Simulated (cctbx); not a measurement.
## DyScPd6 across an absorption edge

Space group P4/mmm (no. 123), a = 4.0590 Å, b = 4.0590 Å, c = 7.8270 Å, α = 90.00°, β = 90.00°, γ = 90.00°.

| atom | mult. | x | y | z | Ueq (Å²) |
| --- | --- | --- | --- | --- | --- |
| Dy1 | 1 | 0 | 0 | 0 | 0.0033 |
| Pd1 | 4 | 0 | 1/2 | 0.7433 | 0.0027 |
| Pd2 | 1 | 1/2 | 1/2 | 1/2 | 0.0032 |
| Pd3 | 1 | 1/2 | 1/2 | 0 | 0.0049 |
| Sc1 | 1 | 0 | 0 | 1/2 | 0.0053 |

The model is made up (kin elements in a known structure type, no relaxation), so it says nothing on whether the phase exists.

Calculated with cctbx: free-atom f′ and f″ from the Sasaki tables, no fine structure; amplitudes in electrons.

```
E (eV)  F 0 1 1  F 0 2 0  F 1 1 3  F 0 0 3
 23750     41.2    248.4     20.6     55.9
 24100     41.2    243.7     21.0     55.5
 24230     41.2    239.6     21.3     55.2
 24290     41.1    235.8     21.6     54.9
 24320     41.1    232.0     21.9     54.5
 24335     41.1    228.4     22.3     54.2
 24342     41.1    225.1     22.5     54.0
 24346     41.1    221.7     22.8     53.7
 24354     41.1    217.2     23.2     53.3
 24358     41.1    223.5     22.7     53.8
 24365     41.1    228.1     22.3     54.2
 24380     41.1    232.6     21.9     54.6
 24410     41.1    236.8     21.5     54.9
 24500     41.1    242.3     21.1     55.4
 24750     41.1    248.2     20.5     55.9
```

**Question.** Which edge is crossed, and why do the reflections move as they do?

The K edge of Pd. The edge is at 24350 eV. f′ of Pd falls from -4.7 e at 24230 eV to -7.8 e at 4 eV below it, and f″ steps from 0.55 to 3.63 e across it. Over that approach |F| changes by -0 % (0 1 1), -7 % (0 2 0), +7 % (1 1 3) and -3 % (0 0 3): a reflection falls where Pd scatters in phase with the total and rises where it scatters against it; it hardly moves where the Pd term is small or cancels by symmetry. Above the edge the larger f″ enters the imaginary part, where it can add to or cancel the other atoms' f″. The structure is centrosymmetric, so Friedel mates stay equal.

[Logs are printed without paths, hosts, clocks, repeated set-up lines and the standing remarks that a program may print on its own settings, such as how far it seeks lower states.]
